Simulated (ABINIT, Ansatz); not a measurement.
Entries from a set of simulations; values are calculated unless marked as measured.

```json
{"subject": "Quasiparticle gap of K2LiAlF6 (Fm-3m) in ABINIT", "lattice_ang": [[0.0, 3.921, 3.921], [3.921, 0.0, 3.921], [3.921, 3.921, -0.0]], "atoms": [["K", 0.25, 0.25, 0.25], ["K", 0.75, 0.75, 0.75], ["Li", 0.5, 0.5, 0.5], ["Al", 0.0, 0.0, 0.0], ["F", 0.7689, 0.2311, 0.2311], ["F", 0.2311, 0.7689, 0.2311], ["F", 0.2311, 0.7689, 0.7689], ["F", 0.7689, 0.2311, 0.7689], ["F", 0.2311, 0.2311, 0.7689], ["F", 0.7689, 0.7689, 0.2311]], "method": "RPA screening on LDA, plane waves, norm-conserving pseudopotentials (and 2 further levels or steps)", "program": "ABINIT 10.8.3", "settings": "cutoff 36 Ha, PseudoDojo scalar-relativistic 0.4.1 standard, norm-conserving, ngkpt (2, 2, 2), nband 92, ecuteps 3.6 Ha, inclvkb 2, shiftk (0, 0, 0), symchi 1, awtr 1, frequency ppm, 2×2×2 k-mesh", "cost": "5 runs, 3.6 min in all on 4 MPI ranks of Arm Neoverse V1, shared host", "notes": "The program’s warnings: nproc spkpt=  >= nkpt= * nsppol=. The cell and positions come from the Crystallography Open Database and are kept as given unless a step says otherwise. The 2×2×2 mesh is coarse for this cell, which bears on the long-range parts of exchange and screening.", "results": {"lda_gap": "7.55 eV, direct", "g0w0_gap_on_the_mesh": "12.09 eV", "gw_settings": "2×2×2 mesh, 92 bands, screening to 98 eV, Godby-Needs plasmon pole", "known_limits": "short of the basis limit; coarse k mesh"}}
```

[Long decimals in the printed logs are rounded to 6 places.]

[Logs are printed without paths, hosts, clocks, repeated set-up lines and the standing remarks that a program may print on its own settings, such as how far it seeks lower states.]

[Paths, hosts, dates, memory and timing lines, banners, echoed tables and standing remarks are left out of the program output; an Ansatz launch command may be rebuilt from the run's recorded settings. Measured values are a selection of at most five: reports struck by readers or far from the other reports are left out. None is set beside runs whose start may be inverted or whose files or cutoffs have a known fault.]

[Runs of the session that timed out or met a known fault of the program may be left out.]

[Hosts, paths, dates, database ids (printed as entryN), source tags and the programs' standing remarks are cut or masked in the printed files.]

[G0W0 gaps are taken among the corrected bands and points alone; a level outside them can change the order at an edge.]

[Where Ansatz stands beside ABINIT at settings called matched, ABINIT's density can come from a denser mesh and the files from another edition; pairs whose starting gaps differed by over 0.03 eV were left out, so agreement reads better than it is.]
